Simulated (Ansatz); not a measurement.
# Work function of Pd(100): what the settings cost and change, part 2 of 2

How far do functional and pseudopotentials move the work function of Pd(100), and at what cost?

Ansatz 0.2.0; plane-wave DFT, PBE, Ansatz PAW (the session's first sound run).

So far, work function, upper face (eV): step 2 (run, setting PBE, Ansatz PAW (420 eV)) 5.09; step 4 (PBEsol) 5.21; step 5 (RPBE) 4.89; step 6 (r2SCAN) 5.08; step 7 (PBE JTH) 5.08.

## (8) Run

This step: plane-wave DFT, PBE, norm-conserving (Ansatz 0.2.0).

input.yaml reads:

```yaml
crystal:
  lattice:
    - [2.7506453788, 0.0, 0.0]
    - [0.0, 2.7506453788, 0.0]
    - [0.0, 0.0, 29.67]
  atoms:
    - { symbol: Pd, position: [0.0, 0.0, 0.3033367037] }
    - { symbol: Pd, position: [0.5, 0.5, 0.3688911358] }
    - { symbol: Pd, position: [0.0, 0.0, 0.4344455679] }
    - { symbol: Pd, position: [0.5, 0.5, 0.5] }
    - { symbol: Pd, position: [0.0, 0.0, 0.5655544321] }
    - { symbol: Pd, position: [0.5, 0.5, 0.6311088642] }
    - { symbol: Pd, position: [0.0, 0.0, 0.6966632963] }
kpoints:
  mp_grid: { grid: [15, 15, 1] }
hamiltonian:
  xc: pbe
  pseudopotentials: { kind: nc }
scf:
  occupations: { method: fermi_dirac, width: 0.1 }
  convergence: { dr2_threshold: 1.0e-09 }
efield:
  axis: 3
  dipole_correction: true
  ramp_position: 0.97
  ramp_width: 0.06
output:
  write_potential: true
  write_density: true
  volumetric_format: npy
```

Launch:

```console
ansatz run input.yaml --threads 4 --pin off --max-ram 6144MiB --backend cpu --events-out ev --progress --plain --runs-dir out
```

Standard output:

```text
[...]
Crystal: 7 atoms, lattice volume = 224.485 Å³
Basis set: ecut = 1115.666836 eV, 19121 PW (Γ)
Bands: 76, of which v1, the nominal top of the filled ones, is band 63 counted from 1 (62 counted from 0)
Symmetry: 8 space group operations
k-points: 36 of 225
[...]
k-point 0: bands = [... 59 lower, 5.7463, 5.8633, 6.1172, 6.2784, 6.2784, 6.3245, 6.3587, 6.5733, ... 9 higher]
  k-point 1: bands = [... 59 lower, 5.7661, 5.9696, 5.9999, 6.2279, 6.2538, 6.2656, 6.2909, 6.3833, ... 9 higher]
  k-point 2: bands = [... 59 lower, 5.5784, 5.8151, 5.8458, 5.9851, 6.1542, 6.2607, 6.4641, 6.5444, ... 9 higher]
  k-point 35: bands = [... 59 lower, 6.6223, 6.6319, 6.9482, 6.9609, 9.9849, 10.4644, 11.2481, 11.7177, ... 9 higher]
[key lines of the parts left out:]
SCF converged after 11 iterations
Free energy (F): -25798.690274 eV
Fermi energy:    6.386614 eV
Dipole field:    D = 0.000002 V/Å  (p = 0.000003 e·Å, saw-weighted, corrected)
Work function:   Φ+ = 5.0869 eV   Φ− = 5.0870 eV
```

The job ended after 3.4 min (4 threads of Arm Neoverse N1, shared host; peak memory 3 GiB).

The work function is 5.087 eV, +0.001 eV from the run “PBE, Ansatz PAW (420 eV)”, at 4.3 times its CPU time.

## (9) Run

This step: plane-wave DFT, LDA, norm-conserving (Ansatz 0.2.0).

Changes to input.yaml since step 8:

```diff
@@ -16,3 +16,3 @@
 hamiltonian:
-  xc: pbe
+  xc: lda
   pseudopotentials: { kind: nc }
```

Standard output:

```text
[...]
Crystal: 7 atoms, lattice volume = 224.485 Å³
Basis set: ecut = 1115.666836 eV, 19121 PW (Γ)
Bands: 76, of which v1, the nominal top of the filled ones, is band 63 counted from 1 (62 counted from 0)
Symmetry: 8 space group operations
k-points: 36 of 225
[...]
k-point 0: bands = [... 59 lower, 5.3523, 5.4824, 5.7401, 5.8895, 5.8895, 5.9506, 5.9847, 6.1846, ... 9 higher]
  k-point 1: bands = [... 59 lower, 5.3438, 5.5876, 5.6163, 5.8150, 5.8553, 5.8891, 5.9158, 5.9990, ... 9 higher]
  k-point 2: bands = [... 59 lower, 5.1907, 5.4075, 5.4621, 5.6038, 5.7770, 5.8794, 6.0805, 6.1576, ... 9 higher]
  k-point 35: bands = [... 59 lower, 6.2313, 6.2404, 6.5548, 6.5682, 9.4929, 9.9760, 10.7643, 11.2351, ... 9 higher]
[key lines of the parts left out:]
SCF converged after 12 iterations
Free energy (F): -25705.532205 eV
Fermi energy:    5.995209 eV
Dipole field:    D = 0.000003 V/Å  (p = 0.000004 e·Å, saw-weighted, corrected)
Work function:   Φ+ = 5.5065 eV   Φ− = 5.5066 eV
```

Wall time 3.5 min (4 threads); peak memory 3 GiB.

The work function is 5.506 eV, +0.421 eV from the run “PBE, Ansatz PAW (420 eV)”, at 4.3 times its CPU time.

## (10) Run, setting PBE, all layers relaxed

This step: plane-wave DFT, PBE, Ansatz PAW (Ansatz 0.2.0).

Changes to input.yaml since step 9:

```diff
@@ -16,4 +16,3 @@
 hamiltonian:
-  xc: lda
-  pseudopotentials: { kind: nc }
+  xc: pbe
 scf:
@@ -26,2 +25,5 @@
   ramp_width: 0.06
+relax:
+  f_tol: 0.01
+  max_steps: 40
 output:
```

Standard output:

```text
[...]
Crystal: 7 atoms, lattice volume = 224.485 Å³
Basis set: ecut = 420 eV, 4471 PW (Γ), exchange–correlation on 40×40×400 points (8 copies of the dense FFT grid, shifted against one another)
Bands: 76, of which v1, the nominal top of the filled ones, is band 63 counted from 1 (62 counted from 0)
Symmetry: 8 space group operations
k-points: 36 of 225
[...]
F+E_penalty+E_count = -48808.73902828 eV   max|allowed force component| = 7.107e-4 eV/Å
  atoms:
    - { symbol: Pd, position: [0, 0.0, 0.297581] }
    - { symbol: Pd, position: [0.5, 0.5, 0.364421] }
    - { symbol: Pd, position: [0, 0.0, 0.432126] }
    - { symbol: Pd, position: [0.5, 0.5, 0.500000] }
    - { symbol: Pd, position: [0, 0.0, 0.567874] }
    - { symbol: Pd, position: [0.5, 0.5, 0.635579] }
    - { symbol: Pd, position: [0, 0.0, 0.702419] }
[key lines of the parts left out:]
SCF converged after 11 iterations
Free energy (F): -48808.739028 eV
Fermi energy:    6.358458 eV
Dipole field:    D = -0.000000 V/Å  (p = -0.000000 e·Å, saw-weighted, corrected)
Work function:   Φ+ = 5.0939 eV   Φ− = 5.0939 eV
```

It took 2 min on 4 threads; peak memory 0.85 GiB.

The relaxation took 3 steps and lowered the energy by 0.054 eV; the largest force on the free atoms ends at 7.1e-4 eV/Å.

The work function is 5.094 eV, +0.008 eV from the run “PBE, Ansatz PAW (420 eV)”, at 2.3 times its CPU time.

## (11) Slab

This step: plane-wave DFT, PBE, fully relativistic PAW with spin-orbit coupling (Ansatz 0.2.0).

Changes to input.yaml since step 10:

```diff
@@ -17,2 +17,3 @@
   xc: pbe
+  pseudopotentials: { kind: paw_fr }
 scf:
@@ -25,5 +26,5 @@
   ramp_width: 0.06
-relax:
-  f_tol: 0.01
-  max_steps: 40
+magnetization:
+  noncollinear: true
+  spin_orbit: true
 output:
```

Standard output:

```text
[...]
non-collinear run that drives no moment, with spin-orbit: no starting moment large enough to seed its density (crystal.atoms[].spin), no starting occupations that ask for one, no magnetisation constraint and no magnetic field, so the semilocal B_xc is pinned to zero
Crystal: 7 atoms, lattice volume = 224.485 Å³
[...]
k-point 1: bands = [... 122 lower, 6.0280, 6.0280, 6.1526, 6.1526, 6.1745, 6.1745, 6.2665, 6.2665, ... 22 higher]
  k-point 2: bands = [... 122 lower, 5.8728, 5.8728, 5.9841, 5.9841, 6.1421, 6.1421, 6.2841, 6.2841, ... 22 higher]
  k-point 35: bands = [... 122 lower, 6.9576, 6.9576, 6.9765, 6.9765, 9.9632, 9.9632, 10.4413, 10.4413, ... 22 higher]
[key lines of the parts left out:]
SCF converged after 15 iterations
Magnetization: |M| = 0.0000 μB,  M = (+0.0000, +0.0000, +0.0000) μB
Free energy (F): -48823.172633 eV
Fermi energy:    6.400632 eV
Dipole field:    D = -0.000000 V/Å  (p = -0.000000 e·Å, saw-weighted, corrected)
Work function:   Φ+ = 5.0752 eV   Φ− = 5.0752 eV
```

Elapsed: 7.4 min, on 4 threads; peak memory 3.8 GiB.

The work function is 5.075 eV, -0.011 eV from the run “PBE, Ansatz PAW (420 eV)”, at 9.3 times its CPU time.

## (12) The series together

Times are for 4 threads of Arm Neoverse N1, shared host. Results by setting:

```csv
no.,setting,"work function, upper face (eV)",time,memory (GiB)
1,"PBE, Ansatz PAW (420 eV)",5.086,50 s,0.99
2,"LDA, Ansatz PAW (420 eV)",5.502,59 s,0.98
3,"PBEsol, Ansatz PAW (420 eV)",5.210,57 s,0.98
4,"RPBE, Ansatz PAW (420 eV)",4.892,60 s,1
5,"r2SCAN, Ansatz PAW (500 eV)",5.076,3 min,1.5
6,"PBE, JTH PAW (1110 eV)",5.083,4.2 min,3.3
7,"PBE, norm-conserving (1116 eV)",5.087,3.4 min,3.0
8,"LDA, norm-conserving (1116 eV)",5.506,3.5 min,3.0
9,"PBE, all layers relaxed",5.094,2 min,0.85
10,PBE with spin-orbit coupling (420 eV),5.075,7.4 min,3.8
```

## (13) Varying the input

This step: plane-wave DFT, PBE, Ansatz PAW (Ansatz 0.2.0).

An input spoilt on purpose, to show how the run answers: it repeats the earlier run “PBE, Ansatz PAW (420 eV)” with efield.amplitude to 1.5, and scf.max_iter set to 100; its output block differs too.

Changes to input.yaml since step 11:

```diff
@@ -17,3 +17,2 @@
   xc: pbe
-  pseudopotentials: { kind: paw_fr }
 scf:
@@ -21,2 +20,3 @@
   convergence: { dr2_threshold: 1.0e-09 }
+  max_iter: 100
 efield:
@@ -26,5 +26,3 @@
   ramp_width: 0.06
-magnetization:
-  noncollinear: true
-  spin_orbit: true
+  amplitude: 1.5
 output:
```

Standard output:

```text
[...]
Crystal: 7 atoms, lattice volume = 224.485 Å³
Basis set: ecut = 420 eV, 4471 PW (Γ)
Bands: 76, of which v1, the nominal top of the filled ones, is band 63 counted from 1 (62 counted from 0)
Symmetry: 8 space group operations
k-points: 36 of 225
[...]
SCF iter   1: F=—  HF=-48819.190326 eV  |F-HF|=—  |Δ(HF+E_count)|=         —  Δρ=1.40e-1  dr2=5.98e2  ethr=3.10e-3  p=1.145 e·Å  D=9.23e-1 V/Å  ΔV_dip=-27.38 eV  dr2_dipole=3.46e2  V_vac-E_F(+/−)=11.13/2.50 eV  ⟨swp⟩=8.9  Hψ=12906  notcnv=0  defer=45
[...]
SCF iter  20: F=-48809.381356 eV  HF=-48809.381356 eV  |F-HF|=7.35e-10  |Δ(HF+E_count)|=  1.16e-10  Δρ=1.59e-7  dr2=2.11e-10  ethr=1.00e-12  p=0.932 e·Å  D=7.51e-1 V/Å  ΔV_dip=-22.28 eV  dr2_dipole=3.99e-11  V_vac-E_F(+/−)=14.23/0.99 eV  ⟨swp⟩=2.5  Hψ=5303  notcnv=0
WARN: efield: at this solve's end the planar-averaged density reaches 1.23e-4 e/Å³ inside the ramp window [0.9363, 0.1521] (bound 1e-5 e/Å³); the window's nearer edge stands 4.49 Å from this solve's nearest atom along the axis. Its free energy, forces, stress, dipole, levels and responses can be off, and this figure does not tell by how much. The cell may have no vacuum along `efield.axis`. A short vacuum, a low `basis.ecutwfc` or `basis.ecutrho_ratio` and negative occupations (`scf.occupations.method`) can put density there. See the manual's quickstart, § The vacuum guard
SCF 1 converged in 20 iterations: F = -48809.381356 eV  dr2 = 2.11e-10
[...]
SCF converged after 20 iterations
Free energy (F): -48809.381356 eV
[...]
Internal energy: -48808.934874 eV  (E = F + TS)
E sigma→0 (E₀):  -48809.158115 eV
Entropy (-TS):   -0.446482 eV (-63.783 meV/atom)
Fermi energy:    6.259157 eV
Dipole field:    D = 0.750991 V/Å  (p = 0.931665 e·Å, saw-weighted, corrected)
Work function:   not extracted (applied field tilts the vacuum); planar V_es + V_field profile in the machine report
[...]
Vacuum region:   at the solve's end the planar-averaged density reaches 1.23e-4 e/Å³ inside the ramp window [0.9363, 0.1521] (bound 1e-5 e/Å³)
[...]
--- Band table (eV; the first three rows and the last of 36) ---
  k-point 0: bands = [... 59 lower, 5.6187, 5.7341, 5.9884, 6.1510, 6.1510, 6.1953, 6.2297, 6.4464, ... 9 higher]
  k-point 1: bands = [... 59 lower, 5.6399, 5.8410, 5.8716, 6.0717, 6.1366, 6.1371, 6.1621, 6.2555, ... 9 higher]
  k-point 2: bands = [... 59 lower, 5.4497, 5.6835, 5.7171, 5.8568, 6.0252, 6.1322, 6.3364, 6.4172, ... 9 higher]
  k-point 35: bands = [... 59 lower, 6.4943, 6.5044, 6.8207, 6.8372, 9.8595, 10.3392, 11.1244, 11.5949, ... 9 higher]
```

It took 69 s on 4 threads; peak memory 0.96 GiB.

In so strong a field the program warns of density in the ramp of the sawtooth; these numbers are not the system's.

## (14) Outcome

| Item | Value |
| --- | --- |
| work function, PBE, Ansatz PAW (420 eV) | 5.086 eV |
| work function, LDA, Ansatz PAW (420 eV) | 5.502 eV |
| work function, RPBE, Ansatz PAW (420 eV) | 4.892 eV |
| work function, r2SCAN, Ansatz PAW (500 eV) | 5.076 eV |
| work function, LDA, norm-conserving (1116 eV) | 5.506 eV |
| work function, PBE, all layers relaxed | 5.094 eV |
| work function, PBE with spin-orbit coupling (420 eV) | 5.075 eV |

In words: PBE on the default files gives 5.09 eV, and the settings tried spread the value from 4.89 to 5.51 eV. At one geometry LDA lies 0.42 eV above PBE. The choice of pseudopotentials moves the PBE value by 0.004 eV. Relaxing the layers changes it by +0.008 eV. Spin-orbit coupling, on the fully relativistic files, changes it by -0.01 eV. The ladder's slabs use the tabulated experimental lattice constant (two decimals; a low-temperature value for the alkali metals).

Calculation against experiment:

| quantity | measured | PBE, Ansatz PAW (420 eV) | LDA, Ansatz PAW (420 eV) | RPBE, Ansatz PAW (420 eV) | LDA, norm-conserving (1116 eV) | PBE, all layers relaxed | PBE with spin-orbit coupling (420 eV) |
| --- | --- | --- | --- | --- | --- | --- | --- |
| work function (clean (100) face, a compiled value) (eV) | 5.48 | 5.09 (-0.39 eV) | 5.50 (+0.02 eV) | 4.89 (-0.59 eV) | 5.51 (+0.03 eV) | 5.09 (-0.39 eV) | 5.08 (-0.40 eV) |

Measured values from arxiv:1902.07811 (2019).

**Verdict.** For the work function, of the levels listed nearest comes LDA, Ansatz PAW (420 eV) (+0.02 eV, good agreement) and farthest RPBE, Ansatz PAW (420 eV) (-0.59 eV, a clear miss).

[Long decimals in the printed logs are rounded to 6 places.]

[Logs are printed without paths, hosts, clocks, repeated set-up lines and the standing remarks that a program may print on its own settings, such as how far it seeks lower states.]

[Hosts, paths, dates, database ids (printed as entryN), source tags and the programs' standing remarks are cut or masked in the printed files.]

[Maps of the electrostatic potential energy from Ansatz leave out the sawtooth potential of an applied field or a dipole correction, so their vacuum need not be flat; planar profiles and work functions include it.]
